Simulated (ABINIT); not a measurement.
An input for ABINIT 10.8.3 (MgS (Niningerite)):

```
acell 3*1.0 Angstrom
rprim 
  0.000000000000 2.601650000000 2.601650000000
  2.601650000000 0.000000000000 2.601650000000
  2.601650000000 2.601650000000 0.000000000000
ntypat 2
znucl 12 16
natom 2
typat 1 2
xred 
  0.000000000000 0.000000000000 0.000000000000
  0.500000000000 0.500000000000 0.500000000000
pp_dirpath "pseudos"
pseudos "Mg.upf, S.upf"
ecut 38
ngkpt 4 4 4
nshiftk 1
shiftk 0 0 0
kptopt 1
chksymbreak 0
istwfk *1
occopt 1
irdwfk 1
optdriver 4
nband 50
gwcalctyp 10
ecutsigx 38
symsigma 1
nkptgw 8
kptgw 
  0.0000000000 0.0000000000 0.0000000000
  0.2500000000 0.0000000000 0.0000000000
  0.5000000000 0.0000000000 0.0000000000
  0.2500000000 0.2500000000 0.0000000000
  0.5000000000 0.2500000000 0.0000000000
  -0.2500000000 0.2500000000 0.0000000000
  0.5000000000 0.5000000000 0.0000000000
  -0.2500000000 0.5000000000 0.2500000000
bdgw 
  1 22
  1 22
  1 22
  1 22
  1 22
  1 22
  1 22
  1 22
ecuteps 4.8
irdscr 1
ppmodel 1
irdqps 1
indata_prefix "in"
outdata_prefix "out"
tmpdata_prefix "tmp"
```

```sh
OMP_NUM_THREADS=1 mpirun -n 4 abinit run.abi > log
```

**Question.** How long will it take on 4 MPI ranks of Arm Neoverse V2, shared host, and how much memory?

It took 32 s; on shared hardware allow 16 s to 64 s. Peak host memory was 1.3 GiB.

[Paths, hosts, dates, memory and timing lines, banners, echoed tables and standing remarks are left out of the program output.]

[Logs are printed without paths, hosts, clocks, repeated set-up lines and the standing remarks that a program may print on its own settings, such as how far it seeks lower states.]

[Runs of the session that timed out or met a known fault of the program may be left out.]

[Hosts, paths, dates, database ids (printed as entryN), source tags and the programs' standing remarks are cut or masked in the printed files.]

[G0W0 gaps are taken among the corrected bands and points alone; a level outside them can change the order at an edge.]

[Where Ansatz stands beside ABINIT at settings called matched, ABINIT's density can come from a denser mesh and the files from another edition; pairs whose starting gaps differed by over 0.03 eV were left out, so agreement reads better than it is.]
